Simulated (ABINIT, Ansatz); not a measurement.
## Lattice dynamics of RbSnH3 (Pm-3m) in two programs

How does RbSnH3 (Pm-3m) vibrate, and is this structure a minimum?

Main program and level: ABINIT 10.8.3; DFT PBEsol, scalar-relativistic, plane waves, PseudoDojo norm-conserving pseudopotentials.

The structure was built from a prototype and need not be the compound's stable phase.

## 1. Set-up

It takes space group Pm-3m (No. 221, cubic). The conventional cell has a = 4.352 Å, b = 4.352 Å, c = 4.352 Å, α = 90.00°, β = 90.00°, γ = 90.00°. Nearest to Rb lie 12 H at 3.08 Å. Nearest to Sn lie 6 H at 2.18 Å. Nearest to H lie 2 Sn at 2.18 Å and 4 Rb at 3.08 Å and 8 H at 3.08 Å. Farther neighbours are not listed.

Structure file:

```cif
data_structure
_symmetry_space_group_name_H-M 'Pm-3m'
_symmetry_Int_Tables_number 221
_cell_length_a 4.3518
_cell_length_b 4.3518
_cell_length_c 4.3518
_cell_angle_alpha 90.000
_cell_angle_beta 90.000
_cell_angle_gamma 90.000
_cell_volume 82.41
loop_
_atom_site_label
_atom_site_type_symbol
_atom_site_symmetry_multiplicity
_atom_site_Wyckoff_symbol
_atom_site_fract_x
_atom_site_fract_y
_atom_site_fract_z
_atom_site_occupancy
Rb1 Rb 1 a 0.00000 0.00000 0.00000 1
Sn1 Sn 1 b 0.50000 0.50000 0.50000 1
H1 H 3 c 0.50000 0.50000 0.00000 1
```

## 2. Relaxing the cell and atoms

The harmonic expansion needs vanishing forces, and a free crystal bears no stress, so cell and atoms are brought to rest. Stress is more sensitive to the basis than forces are: the last 3 Ha under the cutoff are smoothed with ecutsm, and the cutoff is raised above that of the later runs.

The starting cell comes from a relaxation made beforehand in Ansatz (PBEsol, PseudoDojo NC).

relax.abi

```
# relaxation
ionmov 2
optcell 2
dilatmx 1.08
ntime 40
tolmxf 1.0d-05
tolvrs 1.0d-14
prtwf 0
prtden 0
chksymtnons 0

# basis, mesh and filling
ecut 40.0
ecutsm 3.0
ngkpt 6 6 6
nshiftk 1
shiftk 0.0 0.0 0.0
istwfk *1
occopt 7
tsmear 0.01
nband 20
nstep 100
diemac 1000000.0
prtebands 0
prtgsr 0
useylm 1

# cell and atoms
acell 3*1.0 Angstrom
rprim 
    4.351795757 0.0 0.0
    0.0 4.351795757 0.0
    0.0 0.0 4.351795757
ntypat 3
znucl 37 50 1
natom 5
typat 1 2 3 3 3
xred 
    0.0 0.0 0.0
    0.5 0.5 0.5
    0.5 0.5 0.0
    0.5 0.0 0.5
    0.0 0.5 0.5
pp_dirpath "./pseudo"
pseudos "Rb.upf, Sn.upf, H.upf"
```

Command:

```sh
OMP_NUM_THREADS=1 mpirun -n 4 abinit relax.abi > relax.log
```

Numbers of over 12 decimals in the logs are rounded to 6 here.

relax.abo, the main output file:

```text
[banners, grids, parts of the stress and lines that vanish by symmetry left out]
- input  file    -> relax.abi
- output file    -> relax.abo
- root for input  files -> relaxi
[...]
Symmetries : space group Pm -3 m (#221); Bravais cP (primitive cubic)
[...]
mpw =        8490          nfft =      157464          nkpt =          20
[...]
== DATASET  1 ==================================================================
[...]
cutoff_energies: {ecut:  40.0, pawecutdg:  -1.0, }
[...]
ETOT  1  -106.91797313075    -1.069E+02 3.651E-01 1.356E+02
 ETOT  2  -107.38451977390    -4.665E-01 4.534E-03 5.557E+01
 ETOT  3  -107.38656558302    -2.046E-03 2.210E-03 9.366E+00
 ETOT  4  -107.38685525210    -2.897E-04 2.602E-03 8.127E-02
 ETOT  5  -107.38685853410    -3.282E-06 1.469E-03 1.802E-02
[...]
At SCF step   13       vres2   =  4.83E-17 < tolvrs=  1.00E-14 =>converged.
[...]
sigma(1 1)=  2.83419101E-07  sigma(3 2)=  0.00000000E+00
  sigma(2 2)=  2.83419101E-07  sigma(3 1)=  0.00000000E+00
  sigma(3 3)=  2.83419101E-07  sigma(2 1)=  0.00000000E+00
[...]
convergence: {deltae:  7.063E-12, res2:  4.830E-17, residm:  6.113E-04, diffor: null, }
etotal    :  -1.07386859E+02
[...]
ETOT  1  -107.38685933804    -1.074E+02 3.795E-04 1.457E-04
[...]
At SCF step    8       vres2   =  2.29E-15 < tolvrs=  1.00E-14 =>converged.
[...]
sigma(1 1)=  2.56748309E-07  sigma(3 2)=  0.00000000E+00
  sigma(2 2)=  2.56748309E-07  sigma(3 1)=  0.00000000E+00
  sigma(3 3)=  2.56748309E-07  sigma(2 1)=  0.00000000E+00
[...]
convergence: {deltae: -3.013E-12, res2:  2.292E-15, residm:  1.891E-05, diffor: null, }
etotal    :  -1.07386859E+02
[...]
ETOT  1  -107.38685847443    -1.074E+02 8.423E-06 1.349E-02
[...]
ETOT  8  -107.38685936525    -1.606E-12 4.187E-06 2.102E-13
 ETOT  9  -107.38685936524     3.268E-12 3.018E-06 5.719E-15
 At SCF step    9       vres2   =  5.72E-15 < tolvrs=  1.00E-14 =>converged.
[...]
sigma(1 1)= -1.12080730E-10  sigma(3 2)=  0.00000000E+00
  sigma(2 2)= -1.12080739E-10  sigma(3 1)=  0.00000000E+00
  sigma(3 3)= -1.12080739E-10  sigma(2 1)=  0.00000000E+00
[...]
convergence: {deltae:  3.268E-12, res2:  5.719E-15, residm:  3.018E-06, diffor: null, }
etotal    :  -1.07386859E+02
[...]
At Broyd/MD step   3, gradients are converged :
[...]
sigma(1 1)= -1.12080730E-10  sigma(3 2)=  0.00000000E+00
  sigma(2 2)= -1.12080739E-10  sigma(3 1)=  0.00000000E+00
  sigma(3 3)= -1.12080739E-10  sigma(2 1)=  0.00000000E+00
[...]
- sigma(1 1)= -3.29752893E-06  sigma(3 2)=  0.00000000E+00
- sigma(2 2)= -3.29752918E-06  sigma(3 1)=  0.00000000E+00
- sigma(3 3)= -3.29752918E-06  sigma(2 1)=  0.00000000E+00
[...]
fcart     -0.0000000000E+00 -0.0000000000E+00 -0.0000000000E+00
           strten     -1.1208073011E-10 -1.1208073879E-10 -1.1208073879E-10
================================================================================

[key lines of the parts left out:]
pressure_GPa:   3.2975E-06
Total energy (etotal) [Ha]= -1.07386859365245E+02
```

The job ended after 63 s (4 MPI ranks of Intel Xeon 6975P-C (Granite Rapids), shared host; 4.2 min of CPU time).

Little changed from the start: no atom moved by 0.005 Å and no cell edge by 0.1 %.

Read from the output:

```yaml
volume_per_atom: 16.48 Å³
pressure: 3.30e-6 GPa
gap_on_the_k_mesh: 0 eV
```

## 3. Self-consistent run for the response

The response is built on these wavefunctions, so the potential is converged far more tightly than an energy would need. Occupations are smeared.

gs.abi

```
# ground state
tolvrs 1.0d-16
prtden 1
prtwf 1
prtpot 1

# basis, mesh and filling
ecut 32.0
ngkpt 6 6 6
nshiftk 1
shiftk 0.0 0.0 0.0
istwfk *1
occopt 7
tsmear 0.01
nband 20
nstep 100
diemac 1000000.0
prtebands 0
prtgsr 0
useylm 1

# cell and atoms
acell 3*1.0 Angstrom
rprim 
    4.351402658 0.0 0.0
    0.0 4.351402658 0.0
    0.0 0.0 4.351402658
ntypat 3
znucl 37 50 1
natom 5
typat 1 2 3 3 3
xred 
    0.0 0.0 0.0
    0.5 0.5 0.5
    0.5 0.5 0.0
    0.5 0.0 0.5
    0.0 0.5 0.5
pp_dirpath "./pseudo"
pseudos "Rb.upf, Sn.upf, H.upf"
```

Command:

```sh
OMP_NUM_THREADS=1 mpirun -n 4 abinit gs.abi > gs.log
```

gs.abo, the main output file:

```text
[banners, grids, parts of the stress and lines that vanish by symmetry left out]
- input  file    -> gs.abi
- output file    -> gs.abo
- root for input  files -> gsi
[...]
Symmetries : space group Pm -3 m (#221); Bravais cP (primitive cubic)
[...]
mpw =        4837          nfft =       91125          nkpt =          20
[...]
== DATASET  1 ==================================================================
[...]
cutoff_energies: {ecut:  32.0, pawecutdg:  -1.0, }
[...]
ETOT  1  -107.01880705318    -1.070E+02 4.422E-01 8.954E+01
 ETOT  2  -107.38420476047    -3.654E-01 1.748E-02 2.618E+01
 ETOT  3  -107.38605455614    -1.850E-03 2.058E-03 4.302E+00
 ETOT  4  -107.38628806510    -2.335E-04 1.753E-03 3.167E-02
 ETOT  5  -107.38629027197    -2.207E-06 4.278E-04 9.834E-03
[...]
ETOT 12  -107.38629099296     6.608E-12 1.882E-04 1.718E-14
 ETOT 13  -107.38629099296    -3.723E-12 3.586E-04 1.741E-17
 At SCF step   13       vres2   =  1.74E-17 < tolvrs=  1.00E-16 =>converged.
[...]
sigma(1 1)=  1.66972622E-05  sigma(3 2)=  0.00000000E+00
  sigma(2 2)=  1.66972622E-05  sigma(3 1)=  0.00000000E+00
  sigma(3 3)=  1.66972622E-05  sigma(2 1)=  0.00000000E+00
[...]
convergence: {deltae: -3.723E-12, res2:  1.741E-17, residm:  3.586E-04, diffor: null, }
etotal    :  -1.07386291E+02
[...]
sigma(1 1)=  1.66972622E-05  sigma(3 2)=  0.00000000E+00
  sigma(2 2)=  1.66972622E-05  sigma(3 1)=  0.00000000E+00
  sigma(3 3)=  1.66972622E-05  sigma(2 1)=  0.00000000E+00
[...]
- sigma(1 1)=  4.91250413E-01  sigma(3 2)=  0.00000000E+00
- sigma(2 2)=  4.91250413E-01  sigma(3 1)=  0.00000000E+00
- sigma(3 3)=  4.91250413E-01  sigma(2 1)=  0.00000000E+00
[...]
fcart     -0.0000000000E+00 -0.0000000000E+00 -0.0000000000E+00
           strten      1.6697262151E-05  1.6697262151E-05  1.6697262151E-05
================================================================================

[key lines of the parts left out:]
pressure_GPa:  -4.9125E-01
```

Wall time 16 s (4 MPI ranks).

Numbers from this step:

```yaml
pressure: -0.4913 GPa
```

The cell stands at -0.49 GPa: the relaxation ran with a smoothed and higher cutoff, and the difference is a stress of the finite basis.

(Continued in part 2 of 4.)

[Host names and launcher messages were left out of these logs when they were recorded.]

[Logs are printed without paths, hosts, clocks, repeated set-up lines and the standing remarks that a program may print on its own settings, such as how far it seeks lower states.]

[Hosts, paths, dates, database ids (printed as entryN), source tags and the programs' standing remarks are cut or masked in the printed files.]
